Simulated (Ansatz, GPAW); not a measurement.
**A 5-layer slab of Ca(110) in an electric field**

Wanted: the out-of-plane polarisability of a 5-layer slab of Ca(110).

Program: GPAW 26.7.0 and Ansatz 0.2.0. Level of theory: Ansatz plane waves; slab in vacuum with a dipole correction, relaxation, in the first sound run; inputs show where later runs differ. Results are calculated unless marked as measured.

## Step 1: The structure

The cell holds 5 atoms: 5 Ca. Cell: a = 5.580 Å, b = 3.946 Å, c = 23.891 Å, α = 90.0°, β = 90.0°, γ = 90.0°. Vacuum lies along c.

## Step 2: Relaxation

The atoms are relaxed first, since the surface dipole, and with it the work function, follows the positions of the outer layers. The lowest 2 atoms are held at bulk positions and keep their forces.

Input file input.yaml:

```yaml
crystal:
  lattice:
    - [5.58, 0.0, 0.0]
    - [0.0, 3.945655839, 0.0]
    - [0.0, 0.0, 23.891311678]
  atoms:
    - { symbol: Ca, position: [0.0, 0.0, 0.3348497608] }
    - { symbol: Ca, position: [0.5, 0.5, 0.4174248804] }
    - { symbol: Ca, position: [0.0, 0.0, 0.5] }
    - { symbol: Ca, position: [0.5, 0.5, 0.5825751196] }
    - { symbol: Ca, position: [0.0, 0.0, 0.6651502392] }
kpoints:
  mp_grid: { grid: [6, 8, 1] }
hamiltonian:
  xc: pbe
scf:
  occupations: { method: fermi_dirac, width: 0.1 }
efield:
  axis: 3
  dipole_correction: true
  ramp_width: 0.05
relax:
  f_tol: 0.02
  max_steps: 60
  constraints: [{ sites: [0, 1] }]
output:
  write_potential: true
  write_density: true
  volumetric_format: npy
```

On the command line:

```bash
$ ansatz run input.yaml --threads 4 --pin off --max-ram 8192MiB --backend cpu --events-out ev --progress --plain --runs-dir out
```

Numbers of over 12 decimals in the logs are rounded to 6 here.

Output:

```text
Engine: ansatz 0.2.0, x86_64-unknown-linux-gnu
Pseudopotentials: kind: paw
Pseudopotential: Ca, paw, valence charge 10, recommended cutoff 420 eV (normal), Ca.paw.azcp
Functional definition: PBE
  parameter kappa = 0.804
  parameter beta = 0.066725
  exchange = pbe_x(kappa = kappa, mu = beta*pi^2/3)
  correlation = pbe_c(beta = beta)
Crystal: 5 atoms, lattice volume = 526.009 Å³
Basis set: ecut = 420 eV, 10329 PW (Γ), exchange–correlation on 80×54×320 points (8 copies of the dense FFT grid, shifted against one another)
Bands: 30, of which v1, the nominal top of the filled ones, is band 25 counted from 1 (24 counted from 0)
Symmetry: 4 space group operations
k-points: 20 of 48
Non-local potential: Ca, projectors of the file, l = 0: 3, l = 1: 2, l = 2: 2
PAW form: soft (Blöchl's): semilocal exchange-correlation on the pseudo side does not see the compensation charge
PAW one-centre angular grid: Ca, 110 points (default); XC on 64 Gauss nodes
Initial density: superposition of atomic densities (neutral atoms: chi_scale 0, normalization atom), corrected by the library's trained network
Initial wavefunctions: pseudopotential atomic-orbital guess
Functional: x = pbe(κ = 0.804, μ = 0.219515), c = pbe(β = 0.066725)
SCF iter   1: F=—  HF=-9082.946306 eV  |F-HF|=—  |Δ(HF+E_count)|=         —  Δρ=1.48e-3  dr2=3.26e-1  ethr=1.77e-3  p=0.000 e·Å  D=6.16e-14 V/Å  ΔV_dip=-0.00 eV  dr2_dipole=3.44e-9  V_vac-E_F(+/−)=2.55/2.55 eV  ⟨swp⟩=13.5  Hψ=8167  notcnv=0
efield: sawtooth ramp at fractional position 0.9750 (placed from the atoms, in the widest stretch of the axis that holds none; the zero of the levels goes with the place), width 0.0500; the density the first Hamiltonian is built on has a dipole p = 0.000 e·Å; the dipole correction subtracts the counter field D = 6.16e-14 V/Å, which shifts the + side's vacuum level by -0.00 eV against the − side's; the planar-averaged density in the ramp window peaks in size at 2.0e-5 e/Å³
automatic band count: the SCF goes on with 35 bands, as 30 were too few: the levels above may hold too much charge
preconditioner: auto → LDOS  [metal: Δε(μ)=0.015 eV  Ē_g=2.183 eV  σ=0.100 eV  W_gap=0.04  n_scr=50 (ndim 8)  ℏωp=5.1 eV  f_vac=0.491  D(μ)=7.08/eV (n_scr^D=28)  β→1.0]
SCF iter   2: F=—  HF=-9082.928854 eV  |F-HF|=—  |Δ(HF+E_count)|=   1.75e-2  Δρ=6.60e-4  dr2=4.26e-3  ethr=6.52e-4  p=-0.000 e·Å  D=-2.62e-6 V/Å  ΔV_dip=0.00 eV  dr2_dipole=1.13e-9  V_vac-E_F(+/−)=2.76/2.76 eV  ⟨swp⟩=2.3  Hψ=923  notcnv=0
SCF iter   3: F=—  HF=-9082.929961 eV  |F-HF|=—  |Δ(HF+E_count)|=   1.11e-3  Δρ=4.74e-4  dr2=3.81e-3  ethr=8.53e-6  p=-0.000 e·Å  D=-1.67e-7 V/Å  ΔV_dip=0.00 eV  dr2_dipole=3.25e-9  V_vac-E_F(+/−)=2.78/2.78 eV  ⟨swp⟩=2.2  Hψ=1162  notcnv=0
SCF iter   4: F=—  HF=-9082.929517 eV  |F-HF|=—  |Δ(HF+E_count)|=   4.44e-4  Δρ=6.93e-5  dr2=3.58e-4  ethr=7.62e-6  p=-0.000 e·Å  D=-3.61e-7 V/Å  ΔV_dip=0.00 eV  dr2_dipole=3.02e-10  V_vac-E_F(+/−)=2.80/2.80 eV  ⟨swp⟩=2.0  Hψ=901  notcnv=0
SCF iter   5: F=—  HF=-9082.929552 eV  |F-HF|=—  |Δ(HF+E_count)|=   3.43e-5  Δρ=2.51e-5  dr2=1.21e-5  ethr=7.16e-7  p=0.000 e·Å  D=3.21e-8 V/Å  ΔV_dip=-0.00 eV  dr2_dipole=4.44e-12  V_vac-E_F(+/−)=2.82/2.82 eV  ⟨swp⟩=2.0  Hψ=826  notcnv=0
SCF iter   6: F=-9082.929559 eV  HF=-9082.929559 eV  |F-HF|=1.33e-7  |Δ(HF+E_count)|=   7.19e-6  Δρ=9.46e-6  dr2=9.37e-7  ethr=2.00e-8  p=0.000 e·Å  D=3.50e-8 V/Å  ΔV_dip=-0.00 eV  dr2_dipole=1.39e-12  V_vac-E_F(+/−)=2.82/2.82 eV  ⟨swp⟩=12.4  Hψ=5676  notcnv=0
SCF 1 converged in 6 iterations: F = -9082.929559 eV  dr2 = 9.37e-7
  Residual-converged pass: ⟨swp⟩=1.0  Hψ=780  notcnv=0  max |occ|·‖R‖ = 7.0e-9 eV (tolerance 1.0e-8 eV)  dr2=9.37e-7  dr2_onsite=4.39e-8  max |Δocc| = 1.3e-10
  greatest PAW one-centre occupation: 0.996 electrons in one spin orbital (limit 2), on the Ca atom at site 4 (counted from 0), in its partial waves of l = 0
relax step   1: F+E_penalty+E_count = -9082.92955890 eV  Δ(F+E_penalty+E_count) = +0.000e0 eV  max|allowed force component| = 1.174e-1 eV/Å  Δτ_max = 0.0000 Å  (6 SCF iters, dr2 threshold 1.00e-5 eV, accepted)
Bands: 35, of which v1, the nominal top of the filled ones, is band 25 counted from 1 (24 counted from 0)
Initial density: handed on by an earlier stage of this run
Initial wavefunctions: those handed on with the density
iter 1 solved again at ethr=3.70e-4 eV; its pass at ethr=3.10e-3 eV (dr2=1.85e-1 eV) is discarded
SCF iter   1: F=—  HF=-9082.941479 eV  |F-HF|=—  |Δ(HF+E_count)|=         —  Δρ=9.00e-4  dr2=5.67e-2  ethr=3.70e-4  p=0.000 e·Å  D=4.03e-8 V/Å  ΔV_dip=-0.00 eV  dr2_dipole=1.11e-2  V_vac-E_F(+/−)=2.83/2.83 eV  ⟨swp⟩=1.0  Hψ=2761  notcnv=0
efield: sawtooth ramp at fractional position 0.9750 (handed on by an earlier solve), width 0.0500; the density the first Hamiltonian is built on has a dipole p = 0.000 e·Å; the dipole correction subtracts the counter field D = 4.03e-8 V/Å, which shifts the + side's vacuum level by -0.00 eV against the − side's; the planar-averaged density in the ramp window peaks in size at 1.8e-6 e/Å³
eigensolver tolerance schedule: the retry pair's looser diagonalisation over-reported the residual by 2.26 of it (diagonalisation noise at 0.44 of the residual, at the tolerance the schedule requests for it); recorded, not acted on — ethr = c·dr2/N_el stays at c = 1.0e-1
preconditioner: auto → LDOS  [metal: Δε(μ)=0.023 eV  Ē_g=2.212 eV  σ=0.100 eV  W_gap=0.06  n_scr=50 (ndim 8)  ℏωp=5.1 eV  f_vac=0.492  D(μ)=7.11/eV (n_scr^D=28)  β→1.0]
SCF iter   2: F=—  HF=-9082.938929 eV  |F-HF|=—  |Δ(HF+E_count)|=   2.55e-3  Δρ=3.69e-4  dr2=2.43e-3  ethr=1.13e-4  p=0.004 e·Å  D=1.54e-3 V/Å  ΔV_dip=-0.04 eV  dr2_dipole=4.33e-4  V_vac-E_F(+/−)=2.79/2.82 eV  ⟨swp⟩=1.4  Hψ=718  notcnv=0
SCF iter   3: F=—  HF=-9082.938789 eV  |F-HF|=—  |Δ(HF+E_count)|=   1.40e-4  Δρ=1.84e-4  dr2=4.97e-4  ethr=4.85e-6  p=0.002 e·Å  D=5.44e-4 V/Å  ΔV_dip=-0.01 eV  dr2_dipole=1.34e-5  V_vac-E_F(+/−)=2.81/2.82 eV  ⟨swp⟩=2.0  Hψ=1081  notcnv=0
SCF iter   4: F=—  HF=-9082.938795 eV  |F-HF|=—  |Δ(HF+E_count)|=   5.57e-6  Δρ=6.11e-5  dr2=4.99e-5  ethr=9.93e-7  p=0.001 e·Å  D=2.88e-4 V/Å  ΔV_dip=-0.01 eV  dr2_dipole=6.04e-9  V_vac-E_F(+/−)=2.82/2.82 eV  ⟨swp⟩=2.0  Hψ=1086  notcnv=0
SCF iter   5: F=—  HF=-9082.938797 eV  |F-HF|=—  |Δ(HF+E_count)|=   2.58e-6  Δρ=1.50e-5  dr2=2.62e-6  ethr=9.98e-8  p=0.000 e·Å  D=1.34e-5 V/Å  ΔV_dip=-0.00 eV  dr2_dipole=1.13e-7  V_vac-E_F(+/−)=2.82/2.82 eV  ⟨swp⟩=2.2  Hψ=1174  notcnv=0
SCF iter   6: F=-9082.938798 eV  HF=-9082.938798 eV  |F-HF|=4.00e-8  |Δ(HF+E_count)|=   4.59e-7  Δρ=4.15e-6  dr2=2.75e-7  ethr=1.72e-9  p=-0.000 e·Å  D=-6.12e-5 V/Å  ΔV_dip=0.00 eV  dr2_dipole=2.78e-8  V_vac-E_F(+/−)=2.82/2.82 eV  ⟨swp⟩=11.8  Hψ=5321  notcnv=0
SCF 2 converged in 6 iterations: F = -9082.938798 eV  dr2 = 2.75e-7
relax step   2: F+E_penalty+E_count = -9082.93879753 eV  Δ(F+E_penalty+E_count) = -9.239e-3 eV  max|allowed force component| = 7.189e-2 eV/Å  Δτ_max = 0.0935 Å  (6 SCF iters, dr2 threshold 8.62e-7 eV, accepted)
SCF iter   1: F=—  HF=-9082.942875 eV  |F-HF|=—  |Δ(HF+E_count)|=         —  Δρ=1.15e-3  dr2=1.15e-1  ethr=1.79e-3  p=-0.000 e·Å  D=-6.12e-5 V/Å  ΔV_dip=0.00 eV  dr2_dipole=3.47e-2  V_vac-E_F(+/−)=2.84/2.84 eV  ⟨swp⟩=5.9  Hψ=2160  notcnv=0
efield: sawtooth ramp at fractional position 0.9750 (handed on by an earlier solve), width 0.0500; the density the first Hamiltonian is built on has a dipole p = -0.000 e·Å; the dipole correction subtracts the counter field D = -6.12e-5 V/Å, which shifts the + side's vacuum level by +0.00 eV against the − side's; the planar-averaged density in the ramp window peaks in size at 1.8e-6 e/Å³
preconditioner: auto → LDOS  [metal: Δε(μ)=0.006 eV  Ē_g=2.233 eV  σ=0.100 eV  W_gap=0.01  n_scr=50 (ndim 8)  ℏωp=5.1 eV  f_vac=0.497  D(μ)=7.09/eV (n_scr^D=28)  β→1.0]
SCF iter   2: F=—  HF=-9082.943692 eV  |F-HF|=—  |Δ(HF+E_count)|=   8.17e-4  Δρ=5.79e-4  dr2=2.83e-2  ethr=2.30e-4  p=0.003 e·Å  D=9.16e-4 V/Å  ΔV_dip=-0.02 eV  dr2_dipole=1.22e-2  V_vac-E_F(+/−)=2.81/2.83 eV  ⟨swp⟩=1.4  Hψ=874  notcnv=0
SCF iter   3: F=—  HF=-9082.942801 eV  |F-HF|=—  |Δ(HF+E_count)|=   8.90e-4  Δρ=2.09e-4  dr2=2.03e-3  ethr=5.65e-5  p=0.000 e·Å  D=1.19e-4 V/Å  ΔV_dip=-0.00 eV  dr2_dipole=4.29e-4  V_vac-E_F(+/−)=2.83/2.83 eV  ⟨swp⟩=1.0  Hψ=700  notcnv=0
SCF iter   4: F=—  HF=-9082.942862 eV  |F-HF|=—  |Δ(HF+E_count)|=   6.08e-5  Δρ=1.79e-4  dr2=2.23e-4  ethr=4.06e-6  p=-0.000 e·Å  D=-7.66e-5 V/Å  ΔV_dip=0.00 eV  dr2_dipole=2.01e-7  V_vac-E_F(+/−)=2.82/2.82 eV  ⟨swp⟩=2.2  Hψ=955  notcnv=0
SCF iter   5: F=—  HF=-9082.942797 eV  |F-HF|=—  |Δ(HF+E_count)|=   6.47e-5  Δρ=3.41e-5  dr2=6.17e-5  ethr=4.46e-7  p=-0.001 e·Å  D=-2.02e-4 V/Å  ΔV_dip=0.00 eV  dr2_dipole=2.05e-5  V_vac-E_F(+/−)=2.83/2.82 eV  ⟨swp⟩=2.0  Hψ=1033  notcnv=0
SCF iter   6: F=—  HF=-9082.942859 eV  |F-HF|=—  |Δ(HF+E_count)|=   6.20e-5  Δρ=1.25e-5  dr2=6.94e-6  ethr=1.23e-7  p=-0.001 e·Å  D=-2.72e-4 V/Å  ΔV_dip=0.01 eV  dr2_dipole=2.18e-6  V_vac-E_F(+/−)=2.83/2.82 eV  ⟨swp⟩=1.6  Hψ=718  notcnv=0
SCF iter   7: F=—  HF=-9082.942859 eV  |F-HF|=—  |Δ(HF+E_count)|=   1.41e-8  Δρ=3.29e-6  dr2=2.70e-7  ethr=1.39e-8  p=-0.001 e·Å  D=-2.95e-4 V/Å  ΔV_dip=0.01 eV  dr2_dipole=8.45e-8  V_vac-E_F(+/−)=2.83/2.82 eV  ⟨swp⟩=2.0  Hψ=790  notcnv=0
SCF iter   8: F=-9082.942859 eV  HF=-9082.942859 eV  |F-HF|=1.79e-8  |Δ(HF+E_count)|=   1.91e-8  Δρ=1.81e-6  dr2=2.66e-8  ethr=2.00e-10  p=-0.001 e·Å  D=-3.02e-4 V/Å  ΔV_dip=0.01 eV  dr2_dipole=2.29e-9  V_vac-E_F(+/−)=2.83/2.82 eV  ⟨swp⟩=10.6  Hψ=4652  notcnv=0
SCF 3 converged in 8 iterations: F = -9082.942859 eV  dr2 = 2.66e-8
relax step   3: F+E_penalty+E_count = -9082.94285944 eV  Δ(F+E_penalty+E_count) = -4.062e-3 eV  max|allowed force component| = 7.600e-3 eV/Å  Δτ_max = 0.1249 Å  (8 SCF iters, accepted)
NSCF: frozen V_eff on 20 k-points
the band table was solved once a step of the walk had ended and its energy, with any forces and stress, was formed, with the checks that follow a solve (3780 applications of the Hamiltonian). They found nothing against the state; the energy, forces and stress were not computed again (output.eigenvalues in the input reference)
SCF converged after 8 iterations
Free energy (F): -9082.942859 eV
Harris-Foulkes:  -9082.942859 eV  (|F-HF|=1.79e-8)
Internal energy: -9082.713887 eV  (E = F + TS)
E sigma→0 (E₀):  -9082.828373 eV
Entropy (-TS):   -0.228972 eV (-45.794 meV/atom)
Fermi energy:    0.407383 eV
Dipole field:    D = -0.000262 V/Å  (p = -0.000762 e·Å, saw-weighted, corrected)
Work function:   Φ+ = 2.8303 eV   Φ− = 2.8240 eV
Levels:          The Fermi level and band energies are counted from a zero that moves with the ramp; work functions are not
--- Per-component energies (eV) ---
  E_band       = -1115.553499
  E_kinetic    = 1374.128242
  E_local      = -19194.061329  (includes V_loc(G=0)·N_el)
  E_nonlocal   = 318.292126
  E_hartree    = 8776.007824
  E_xc         = -677.057854
  E_vxc        = -843.691940  (∫ρ·V_xc dr)
  E_paw        = -4291.068627  (= ΣΔE_a)
  E_vpaw       = -322.234804  (= ΣTr[D̂ρ^β])
  E_aug_tail   = -0.000030  (compensation charges beyond the density's cutoff)
  E_efield     = 0.000000  (sawtooth field / dipole correction)
  E_vefield    = -0.001100  (∫n·V_field dr)
  E_ewald      = 4611.045760
  E_smearing   = -0.228972  (= −TS)
  E_closure    = 0.000000  (closes the sum)
  Σ components = -9082.942859   (vs F -9082.942859, Δ=0.00e0)
--- Forces (eV/Å), atoms counted from 1 ---
  atom   1  Ca    -0.00000000     0.00000000     0.08062188
  atom   2  Ca     0.00000000     0.00000000    -0.08726351
  atom   3  Ca     0.00000000    -0.00000000    -0.00382595
  atom   4  Ca    -0.00000000    -0.00000000     0.00282900
  atom   5  Ca    -0.00000000     0.00000000     0.00759954
  max |Σ_I F_I| component: 3.90e-5 eV/Å
--- Band table (eV; the first three rows and the last of 20) ---
  k-point 0: bands = [... 21 lower, -2.5093, -1.3133, -0.1077, 0.1576, 0.7417, 0.7483, 1.1446, 1.1850, ... 6 higher]
  k-point 1: bands = [... 21 lower, -2.3439, -1.1605, 0.0141, 0.2751, 0.8105, 0.8162, 1.1065, 1.1412, ... 6 higher]
  k-point 2: bands = [... 21 lower, -1.8694, -0.7381, 0.2941, 0.4944, 0.8843, 0.9198, 1.0331, 1.0526, ... 6 higher]
  k-point 19: bands = [... 21 lower, -0.2776, 0.1837, 0.2487, 0.3245, 0.3558, 0.5170, 0.6473, 1.0176, ... 6 higher]
--- Relaxed structure (3 steps of the walk, 3 accepted, 0 SCFs on fresh bases) ---
  F+E_penalty+E_count = -9082.94285944 eV   max|allowed force component| = 7.600e-3 eV/Å
  atoms:
    - { symbol: Ca, position: [0.0, 0.0, 0.334850] }
    - { symbol: Ca, position: [0.5, 0.500000, 0.417425] }
    - { symbol: Ca, position: [8.125207937788766e-19, 0, 0.496581] }
    - { symbol: Ca, position: [0.5, 0.500000, 0.577578] }
    - { symbol: Ca, position: [2.1730202587220468e-18, 0, 0.656007] }
```

Elapsed: 15 s, on 4 threads of Intel Xeon Platinum 8488C (Sapphire Rapids), shared host; peak memory 0.95 GiB; 56 s of CPU time.

Relaxation path:

```csv
step,energy less that of the first step (eV),largest force component (eV/Å)
1,0.0000,0.1174
2,-0.0092,0.0719
3,-0.0133,0.0076
```

Forces are held to the 4 operations that the run works with; a distortion that breaks them can't arise in this run.

The atoms that moved most (Å):

```csv
atom,dx,dy,dz,length
Ca5,0.000,0.000,-0.218,0.218
Ca4,0.000,0.000,-0.119,0.119
Ca3,0.000,0.000,-0.082,0.082
```

The relaxed structure:

```xyz
5
Lattice="5.5800 0.0000 0.0000 0.0000 3.9457 0.0000 0.0000 0.0000 23.8913" Properties=species:S:1:pos:R:3
Ca    0.0000    0.0000    8.0000
Ca    2.7900    1.9728    9.9728
Ca    0.0000    0.0000   11.8640
Ca    2.7900    1.9728   13.7991
Ca    0.0000    0.0000   15.6729
```

Numbers from this step:

```
free energy             : -9082.9429 eV
smearing term TS        : 0.2290 eV
symmetry operations     : 4
upper work function     : 2.830 eV
lower work function     : 2.824 eV
dipole along the normal : -7.62e-4 e·Å
dipole field            : -2.62e-4 V/Å
vacuum level above      : 3.238 eV
vacuum level below      : 3.231 eV
```

The electrostatic potential energy of an electron (with the applied field's), less the Fermi level, planar mean oscillates, so the rows of the table below give means over windows of 1.94 Å about each position, cut where the curve ends. Its maxima inside the range that stand out by 2 % of the span (Å: eV): 9.0: -1.00, 10.9: -1.19, 12.8: -0.964, 14.8: -1.46. Its minima: 8.1: -5.03, 10.0: -4.76, 11.8: -4.81, 13.7: -4.74, 15.7: -5.09.

Electrostatic potential energy of an electron (with the applied field's), less the Fermi level, planar mean against z; means over each step:

```csv
z (Å),"electrostatic potential energy of an electron (with the applied field's), less the Fermi level, planar mean (eV)"
0.97,2.82
2.91,2.82
4.85,2.73
6.79,0.408
8.73,-2.94
10.67,-3.02
12.61,-2.88
14.55,-3.22
16.49,-1.04
18.43,2.65
20.37,2.83
22.31,2.83
```

Valence density, planar mean against z:

```
z (Å)  valence density, planar mean (e/Å³)
  3.0                               3.5e-5
  3.5                               9.1e-5
  4.0                               2.3e-4
  4.5                               5.7e-4
  5.0                              0.00137
  5.5                              0.00318
  6.0                              0.00685
  6.5                               0.0138
  7.0                               0.0372
  7.5                                0.199
  8.0                                0.390
  8.5                                0.210
  9.0                               0.0839
  9.5                                0.233
 10.0                                0.405
 10.5                                0.204
 11.0                               0.0972
 11.5                                0.291
 12.0                                0.383
 12.5                                0.153
 13.0                                0.102
 13.5                                0.323
 14.0                                0.367
 14.5                                0.133
 15.0                                0.140
 15.5                                0.367
 16.0                                0.296
 16.5                               0.0680
 17.0                               0.0181
 17.5                              0.00873
 18.0                              0.00416
 18.5                              0.00182
 19.0                               7.6e-4
 19.5                               3.1e-4
 20.0                               1.2e-4
 20.5                               4.8e-5
 21.0                               1.9e-5
```

The relaxation lowered the energy of the cell by 0.0133 eV.

(Part 1 of 2 ends here.)

[Logs are printed without paths, hosts, clocks, repeated set-up lines and the standing remarks that a program may print on its own settings, such as how far it seeks lower states.]

[Hosts, paths, dates, database ids (printed as entryN), source tags and the programs' standing remarks are cut or masked in the printed files.]
